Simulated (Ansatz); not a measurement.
# ScC3 (built on the sites of a database entry of AlC3): from the cell to its phonons, part 2 of 2

Wanted: phonon frequencies of ScC3 (built on the sites of a database entry of AlC3) and what follows from them.

Ansatz 0.2.0; DFT LDA, scalar-relativistic, plane waves, norm-conserving pseudopotentials.

So far. Step 4 (Relaxing to small forces for the phonons): The forces vanish by symmetry and the pressure is 0.000 GPa, within the tolerances set. The cell now holds 8.61 Å³/atom. Step 5 (Modes at Γ): Before it was imposed, the acoustic sum rule was missed by 6.6e-4 eV/Å². Small misses are needed for a sound result but don't prove that mesh and cutoff are converged. The lowest optical mode is imaginary, 562.1i cm⁻¹, so the energy falls along it. The relaxed cell has a = 3.254 Å (conventional setting).

The structure was built from a prototype and need not be the compound's stable phase.

## Step 6: Response at finite wavevector

Stability and thermal properties need the whole zone. Linear response on a 4×4×4 q mesh gives force constants as far as a supercell of that size would.

Contents of input.yaml:

```yaml
crystal:
  lattice:
    - [3.2537740111, 0.0, 0.0]
    - [0.0, 3.2537740111, 0.0]
    - [0.0, 0.0, 3.2537740111]
  atoms:
    - { symbol: Sc, position: [0.0, 0.0, 0.0] }
    - { symbol: C, position: [0.0, 0.5, 0.5] }
    - { symbol: C, position: [0.5, 0.0, 0.5] }
    - { symbol: C, position: [0.5, 0.5, 0.0] }
kpoints:
  mp_grid: { grid: [16, 16, 16] }
hamiltonian:
  xc: lda
  pseudopotentials: { kind: nc }
scf:
  occupations: { method: methfessel_paxton, width: 0.2 }
output:
  eigenvalues: true
phonons:
  method: dfpt
  qmesh: [4, 4, 4]
  temperatures: { t_max: 1000, t_step: 50 }
  qpath:
    path:
      - [[0.0, 0.0, 0.0], [0.0, 0.5, 0.0], [0.5, 0.5, 0.0], [0.0, 0.0, 0.0], [0.5, 0.5, 0.5], [0.0, 0.5, 0.0]]
      - [[0.5, 0.5, 0.5], [0.5, 0.5, 0.0]]
    npoints: 10
```

The run is started by

```sh
$ ansatz run input.yaml --threads 8 --pin off --max-ram 14336MiB --backend cpu --events-out ev --progress --plain --runs-dir out
```

The log of the run:

```text
[...]
Crystal: 4 atoms, lattice volume = 34.448 Å³
Basis set: ecut = 1115.666836 eV, 2945 PW (Γ), exchange–correlation on 72×72×72 points (8 copies of the dense FFT grid, shifted against one another)
Bands: 16, of which v1, the nominal top of the filled ones, is band 12 counted from 1 (11 counted from 0)
Symmetry: 48 space group operations
k-points: 165 of 4096
[...]
SCF iter   1: F=—  HF=-1801.711906 eV  |F-HF|=—  |Δ(HF+E_count)|=         —  Δρ=6.87e-2  dr2=2.15e0  ethr=3.10e-3  ⟨swp⟩=5.0  Hψ=12468  notcnv=0
[...]
SCF iter   9: F=-1801.065420 eV  HF=-1801.065420 eV  |F-HF|=5.91e-12  |Δ(HF+E_count)|=   1.84e-9  S|Δr|=    0.00e0  Δρ=2.85e-7  dr2=9.08e-12  ethr=1.00e-12  ⟨swp⟩=8.4  Hψ=18002  notcnv=0
[...]
SCF 1 converged in 9 iterations: F = -1801.065420 eV  dr2 = 9.08e-12
phonons: the bands overlap, so this run is a metal and interpolates without the dipole-dipole term. If the crystal is really an insulator or semiconductor, its LO-TO splitting is missing
NSCF: frozen V_eff on 165 k-points
[...]
DFPT response loops at q = (0, 0, 0) (fractional): preconditioner auto → Kerker (q_TF=auto, 2.551 Å⁻¹) (partly filled bands, converged f_vac=0.000); β = 1.00, the filter's whole step (`scf.mixing.beta` (0.50) is not read by the response loops under this deck's `scf.mixing.preconditioner`; to damp them name `kerker` or `kerker_dos`, under which they read `scf.mixing.beta`, and type it under 1.00, their step now; both keys bind the ground state too); Broyden in place of MSR1
[...]
phonons.qmesh, q = [0.0000, 0.2500, 0.2500]: its response loops end by a threshold and not by the error estimate of phonons.response_accuracy: the memory limit or budget leaves too little room for the wider subspace that this takes beside the solves, or none could be made (phonons.method)
[...]
phonons.qmesh, q = [0.2500, 0.2500, 0.2500]: its response loops start from zero, take more passes and end by a threshold: the memory limit or budget leaves too little room for the subspace of the ground state's own states beside the solves, or none could be made (phonons.method)
[...]
SCF converged after 9 iterations
[...]
Free energy (F): -1801.065420 eV
[...]
Internal energy: -1801.062551 eV  (E = F + TS)
E sigma→0 (E₀):  -1801.064702 eV
Entropy (-TS):   -0.002869 eV (-0.717 meV/atom)
Fermi energy:    13.060786 eV
[...]
--- Band table (eV; the first three rows and the last of 165) ---
  k-point 0: bands = [... 8 lower, 8.7230, 8.7230, 14.2971, 14.2971, 14.2971, 16.4553, 16.4553, 16.4553]
  k-point 1: bands = [... 8 lower, 8.7241, 8.9446, 14.0065, 14.0828, 14.0828, 16.4656, 16.7463, 16.7463]
  k-point 2: bands = [... 8 lower, 8.7253, 9.4707, 13.3513, 13.6540, 13.6540, 16.4952, 17.2245, 17.3592]
  k-point 164: bands = [... 8 lower, 8.3190, 8.3190, 8.3190, 17.8976, 17.8976, 17.8976, 17.9611, 17.9611]
--- Phonons (Γ-DFPT): 3 representative perturbations + reference (Σ response iterations 9) ---
  ASR residual: 6.327e-4 → 0.000e0 eV/Å²; symmetrization residual: 5.615e-7 eV/Å²
  ASR residual per site (eV/Å²): 6.33e-4 9.52e-5 9.52e-5 9.52e-5
[...]
--- Phonons (arbitrary-q DFPT): 10 irreducible q on the 4×4×4 mesh ---
  q = [0.0000, 0.0000, 0.0000] (star 1, of the zone-centre solve; hermiticity 7.49e-8, symmetrization 5.55e-15): -562.13 -562.13 -562.13 -0.00 0.00 0.00 393.49 393.49 393.49 512.41 512.41 512.41
  q = [0.0000, 0.0000, 0.2500] (star 6, 7 solved perturbations in 7920 linear systems a pass and spin channel, the states on 1296 of 4096 k-point pairs; hermiticity 5.91e-8, symmetrization 6.57e-14, the responses' own estimated error 2.1e-5 eV/Å²): -555.49 -555.49 -407.35 101.77 101.77 197.18 360.85 360.85 381.91 476.92 489.13 489.13
[...]
q = [0.0000, 0.2500, -0.5000] (star 12, 12 solved perturbations on 1296 of 4096 k-point pairs; hermiticity 1.28e-7, symmetrization 6.47e-8, the responses' own estimated error 3.6e-5 eV/Å²): -507.89 -416.93 -341.65 35.01 174.26 213.55 353.26 367.78 415.89 439.51 455.62 512.93
[...]
sum rule: each row above includes the acoustic sum rule's correction from the zone centre's row sums; it moved no ω² by more than (1.96 cm⁻¹)²
  mesh force constants: q→R imaginary residual 2.82e-18; ASR residual 6.327e-4 → 0.000e0 eV/Å²; symmetrization residual 1.066e-14 eV/Å²
  interpolated dispersion: 62 rows × 12 modes
  density of states and harmonic sums: on the 20×20×20 q-mesh, interpolated from the force constants of a 4×4×4 supercell (no non-analytic term)
  largest difference from the sums on the solved wave vectors: F 8.09e-4 eV, S 1.38e-6 and C_V 2.46e-6 eV/K
  zero-point energy: 0.179615 eV/cell   skipped modes (ω ≤ 0): 1165, of them read as no rigid motion or as one in doubt: 1162 (4.041e0 modes/cell left out, lowest -759.86 cm⁻¹)   left out of the sums: 3.37e-1 of the cell's modes: C_V's classical limit lies that fraction below 3 k_B per atom; for a crystal, a wire or a layer, F and S can be off by more, and a phonons.interpolated_qmesh denser along its periods is the remedy for the sampling
```

Elapsed: 25 min, on 8 threads of Arm Neoverse V2, shared host; peak memory 12 GiB.

This step gave:

* sum-rule residual before enforcement: 6.33e-4 eV/Å²
* lowest frequency on the path: -759.9 cm⁻¹
* highest frequency on the path or at a solved wavevector: 525.6 cm⁻¹
* lowest mode on the q mesh (acoustic modes at Γ apart): -759.9 cm⁻¹

Frequencies (cm⁻¹) solved at each irreducible wavevector; negative means imaginary. Frequencies by wavevector, by row:

| q in reciprocal lattice units | star | mode 1 | mode 2 | mode 3 | mode 4 | mode 10 | mode 11 | mode 12 |
| --- | --- | --- | --- | --- | --- | --- | --- | --- |
| 0 0 0 | 1 | -562.1 | -562.1 | -562.1 | 0 | 512.4 | 512.4 | 512.4 |
| 0 0 0.25 | 6 | -555.5 | -555.5 | -407.4 | 101.8 | 476.9 | 489.1 | 489.1 |
| 0 0 -0.5 | 3 | -551.3 | -551.3 | -336.3 | 128.1 | 457.2 | 470.7 | 470.7 |
| 0 0.25 0.25 | 12 | -512.6 | -480.4 | -398.1 | 126.6 | 416.8 | 451.2 | 514 |
| 0 0.25 -0.5 | 12 | -507.9 | -416.9 | -341.6 | 35 | 439.5 | 455.6 | 512.9 |
| 0 -0.5 -0.5 | 3 | -453.9 | -358.2 | -345.7 | -277 | 513 | 518.8 | 518.8 |
| 0.25 0.25 0.25 | 8 | -621.7 | -384.2 | -384.2 | -144.8 | 453.1 | 509.4 | 509.4 |
| 0.25 0.25 -0.5 | 12 | -578.1 | -365.4 | -341 | -254.7 | 453.9 | 481.6 | 508.1 |
| 0.25 -0.5 -0.5 | 6 | -559.8 | -373.7 | -326.3 | -299.2 | 500.6 | 500.6 | 506.5 |
| -0.5 -0.5 -0.5 | 1 | -759.9 | -375.4 | -375.4 | -375.4 | 504.9 | 504.9 | 504.9 |

Interpolated from a 4×4×4 q mesh. Phonon branches along the path, in cm⁻¹:

| point | branch 1 | branch 2 | branch 3 | branch 4 | branch 9 | branch 10 | branch 11 | branch 12 |
| --- | --- | --- | --- | --- | --- | --- | --- | --- |
| Γ | -562 | -562 | -562 | 0 | 394 | 512 | 512 | 512 |
| halfway | -556 | -556 | -407 | 102 | 382 | 477 | 489 | 489 |
| X | -551 | -551 | -336 | 128 | 384 | 457 | 471 | 471 |
| halfway | -508 | -417 | -342 | 35 | 416 | 440 | 456 | 513 |
| M | -454 | -358 | -346 | -277 | 375 | 513 | 519 | 519 |
| halfway | -513 | -480 | -398 | 127 | 407 | 417 | 451 | 514 |
| Γ | -562 | -562 | -562 | 0 | 394 | 512 | 512 | 512 |
| halfway | -622 | -384 | -384 | -145 | 398 | 453 | 509 | 509 |
| R | -760 | -375 | -375 | -375 | 453 | 505 | 505 | 505 |
| halfway | -578 | -365 | -341 | -255 | 437 | 454 | 482 | 508 |
| X | -551 | -551 | -336 | 128 | 384 | 457 | 471 | 471 |
| jump to R | -760 | -375 | -375 | -375 | 453 | 505 | 505 | 505 |
| halfway | -560 | -374 | -326 | -299 | 432 | 501 | 501 | 506 |
| M | -454 | -358 | -346 | -277 | 375 | 513 | 519 | 519 |

The phonon density of states has structure finer than the step of the table below, so its rows give means over 25 cm⁻¹, whole bins alone (the curve runs from -765 to 525 cm⁻¹). Peaks (cm⁻¹: height): -555.0: 0.0191, -345.0: 0.0318, 215.0: 0.0131, 365.0: 0.0350, 405.0: 0.0352, 515.0: 0.0494.

Tetrahedra on a 20×20×20 mesh, mean over bins of 10 cm-1. Interpolated from a 4×4×4 q mesh. The phonon density of states by wavenumber; means over each step:

| wavenumber (cm⁻¹) | phonon density of states (1/cm⁻¹/cell) |
| --- | --- |
| -750 | 4.8e-5 |
| -725 | 1.5e-4 |
| -700 | 2.4e-4 |
| -675 | 3.6e-4 |
| -650 | 5.8e-4 |
| -625 | 0.00173 |
| -600 | 0.00407 |
| -575 | 0.00787 |
| -550 | 0.0151 |
| -525 | 0.00962 |
| -500 | 0.00705 |
| -475 | 0.00599 |
| -450 | 0.00491 |
| -425 | 0.00552 |
| -400 | 0.00758 |
| -375 | 0.0147 |
| -350 | 0.0270 |
| -325 | 0.00927 |
| -300 | 0.00570 |
| -275 | 0.00347 |
| -250 | 0.00325 |
| -225 | 0.00336 |
| -200 | 0.00345 |
| -175 | 0.00351 |
| -150 | 0.00348 |
| -125 | 0.00324 |
| -100 | 0.00287 |
| -75 | 0.00241 |
| -50 | 0.00208 |
| -25 | 0.00200 |
| 0 | 0.00206 |
| 25 | 0.00237 |
| 50 | 0.00364 |
| 75 | 0.00709 |
| 100 | 0.00978 |
| 125 | 0.00948 |
| 150 | 0.00908 |
| 175 | 0.00860 |
| 200 | 0.00975 |
| 225 | 0.0122 |
| 250 | 0.00669 |
| 275 | 0.00181 |
| 300 | 0.00224 |
| 325 | 0.00416 |
| 350 | 0.0201 |
| 375 | 0.0319 |
| 400 | 0.0316 |
| 425 | 0.0330 |
| 450 | 0.0270 |
| 475 | 0.0292 |
| 500 | 0.0384 |

The partial phonon density of states has structure finer than the step of the table below, so its rows give means over 50 cm⁻¹, whole bins alone (the curve runs from -759 to 551 cm⁻¹). Peaks (cm⁻¹: height): C -552.9: 0.0153, -346.9: 0.0257, 369.9: 0.0291, 501.7: 0.0315; Sc -190.4: 0.00174, 221.6: 0.00952, 435.8: 0.00983, 510.0: 0.00794.

Phonopy on the run's constants, 17x17x17 mesh, Gaussian sigma 9.4 cm-1. Interpolated from a 4×4×4 q mesh. The partial phonon density of states by wavenumber; means over each step; values in 1/cm⁻¹/cell:

| wavenumber (cm⁻¹) | C | Sc |
| --- | --- | --- |
| -700 | 2.3e-4 | 0 |
| -650 | 7.4e-4 | 0 |
| -600 | 0.00433 | 2.1e-5 |
| -550 | 0.0120 | 1.6e-4 |
| -500 | 0.00720 | 9.6e-5 |
| -450 | 0.00518 | 9.9e-5 |
| -400 | 0.00826 | 2.5e-4 |
| -350 | 0.0196 | 8.6e-4 |
| -300 | 0.00504 | 7.4e-4 |
| -250 | 0.00224 | 0.00109 |
| -200 | 0.00204 | 0.00137 |
| -150 | 0.00201 | 0.00163 |
| -100 | 0.00155 | 0.00161 |
| -50 | 8.4e-4 | 9.3e-4 |
| 0 | 3.3e-4 | 3.7e-4 |
| 50 | 0.00202 | 0.00255 |
| 100 | 0.00363 | 0.00566 |
| 150 | 0.00332 | 0.00608 |
| 200 | 0.00264 | 0.00739 |
| 250 | 0.00133 | 0.00571 |
| 300 | 0.00152 | 0.00108 |
| 350 | 0.0165 | 0.00270 |
| 400 | 0.0262 | 0.00548 |
| 450 | 0.0216 | 0.00723 |
| 500 | 0.0273 | 0.00633 |

Symmetry leaves 10 wavevectors to solve. The lowest mode among them, the acoustic zeros apart, lies at q = (-0.5, -0.5, -0.5) and is imaginary, 759.9i cm⁻¹, so the energy falls along it.

## Step 7: Isotope substitution

An isotope changes the mass and not the force constants, so no new electronic calculation is needed; the shifts show which modes move this element.

The same force constants with the mass of C changed from 12.011 to 13.003 u (phonopy, no LO-TO term). Both lists are sorted by frequency; levels can cross, so a row need not hold one and the same mode. Modes under 3 cm⁻¹ are left out. Isotope shifts, by row, the first 40 of 45 rows:

| q | rank | natural mass (cm⁻¹) | changed mass (cm⁻¹) |
| --- | --- | --- | --- |
| 0 0 0 | 1 | -562.1 | -541.2 |
| 0 0 0 | 2 | -562.1 | -541.2 |
| 0 0 0 | 3 | -562.1 | -541.2 |
| 0 0 0 | 7 | 393.5 | 378.2 |
| 0 0 0 | 8 | 393.5 | 378.2 |
| 0 0 0 | 9 | 393.5 | 378.2 |
| 0 0 0 | 10 | 512.4 | 500.5 |
| 0 0 0 | 11 | 512.4 | 500.5 |
| 0 0 0 | 12 | 512.4 | 500.5 |
| 0 0 0.25 | 1 | -555.5 | -534.4 |
| 0 0 0.25 | 2 | -555.5 | -534.4 |
| 0 0 0.25 | 3 | -407.4 | -391.9 |
| 0 0 0.25 | 4 | 101.8 | 100.2 |
| 0 0 0.25 | 5 | 101.8 | 100.2 |
| 0 0 0.25 | 6 | 197.2 | 194.9 |
| 0 0 0.25 | 7 | 360.9 | 347 |
| 0 0 0.25 | 8 | 360.9 | 347 |
| 0 0 0.25 | 9 | 381.9 | 367.1 |
| 0 0 0.25 | 10 | 476.9 | 463.4 |
| 0 0 0.25 | 11 | 489.1 | 476.7 |
| 0 0 0.25 | 12 | 489.1 | 476.7 |
| 0 0 -0.5 | 1 | -551.3 | -529.8 |
| 0 0 -0.5 | 2 | -551.3 | -529.8 |
| 0 0 -0.5 | 3 | -336.3 | -323.6 |
| 0 0 -0.5 | 4 | 128.1 | 126.7 |
| 0 0 -0.5 | 5 | 128.1 | 126.7 |
| 0 0 -0.5 | 6 | 260.8 | 260.4 |
| 0 0 -0.5 | 7 | 336.7 | 323.6 |
| 0 0 -0.5 | 8 | 336.7 | 323.6 |
| 0 0 -0.5 | 9 | 383.7 | 368.8 |
| 0 0 -0.5 | 10 | 457.2 | 439.4 |
| 0 0 -0.5 | 11 | 470.7 | 457.5 |
| 0 0 -0.5 | 12 | 470.7 | 457.5 |
| 0 0.25 0.25 | 1 | -512.6 | -492.9 |
| 0 0.25 0.25 | 2 | -480.4 | -462.2 |
| 0 0.25 0.25 | 3 | -398.1 | -382.9 |
| 0 0.25 0.25 | 4 | 126.6 | 124.8 |
| 0 0.25 0.25 | 5 | 150 | 147.6 |
| 0 0.25 0.25 | 6 | 150.2 | 147.8 |
| 0 0.25 0.25 | 7 | 362.2 | 353.5 |

A mode of this element alone would shift by -3.89 %. The highest zone-centre frequency without the field goes from 512.4 to 500.5 cm⁻¹ (-2.3 %).

## Step 8: What came out

- space group after relaxation (within 0.01 Å): Pm-3m
- volume per atom: 8.61 Å³
- electronic character: no gap on this mesh
- highest optical mode at the zone centre (no LO-TO term): 512 cm⁻¹
- lowest optical zone-centre mode: -562 cm⁻¹
- lowest mode on the q mesh (acoustic modes at Γ apart): -760 cm⁻¹
- highest frequency on the path or at a solved wavevector: 526 cm⁻¹
- imaginary modes on the 4×4×4 q mesh: yes

What this shows: Modes are clearly imaginary (beyond 10i cm⁻¹) at 10 of the 10 irreducible wavevectors, most at q = (-0.5, -0.5, -0.5) (759.9i cm⁻¹), so this structure is not a minimum of the energy. The optical modes at Γ span -562 to 512 cm⁻¹ (negative means imaginary). With no gap, or one that is small against the smearing, the frequencies hang on the k mesh and the smearing, most of all near Kohn anomalies. The phonon runs are without spin polarisation, although the cell has an odd electron count. A phonon run warned that its eigensolver left some bands unconverged in a pass. The starting cell was built on a prototype and not taken from a measurement, so the phase need not exist. These are harmonic frequencies at zero temperature: anharmonic shifts, linewidths and thermal expansion are left out.

[Logs are printed without paths, hosts, clocks, repeated set-up lines and the standing remarks that a program may print on its own settings, such as how far it seeks lower states.]

[Hosts, paths, dates, database ids (printed as entryN), source tags and the programs' standing remarks are cut or masked in the printed files.]
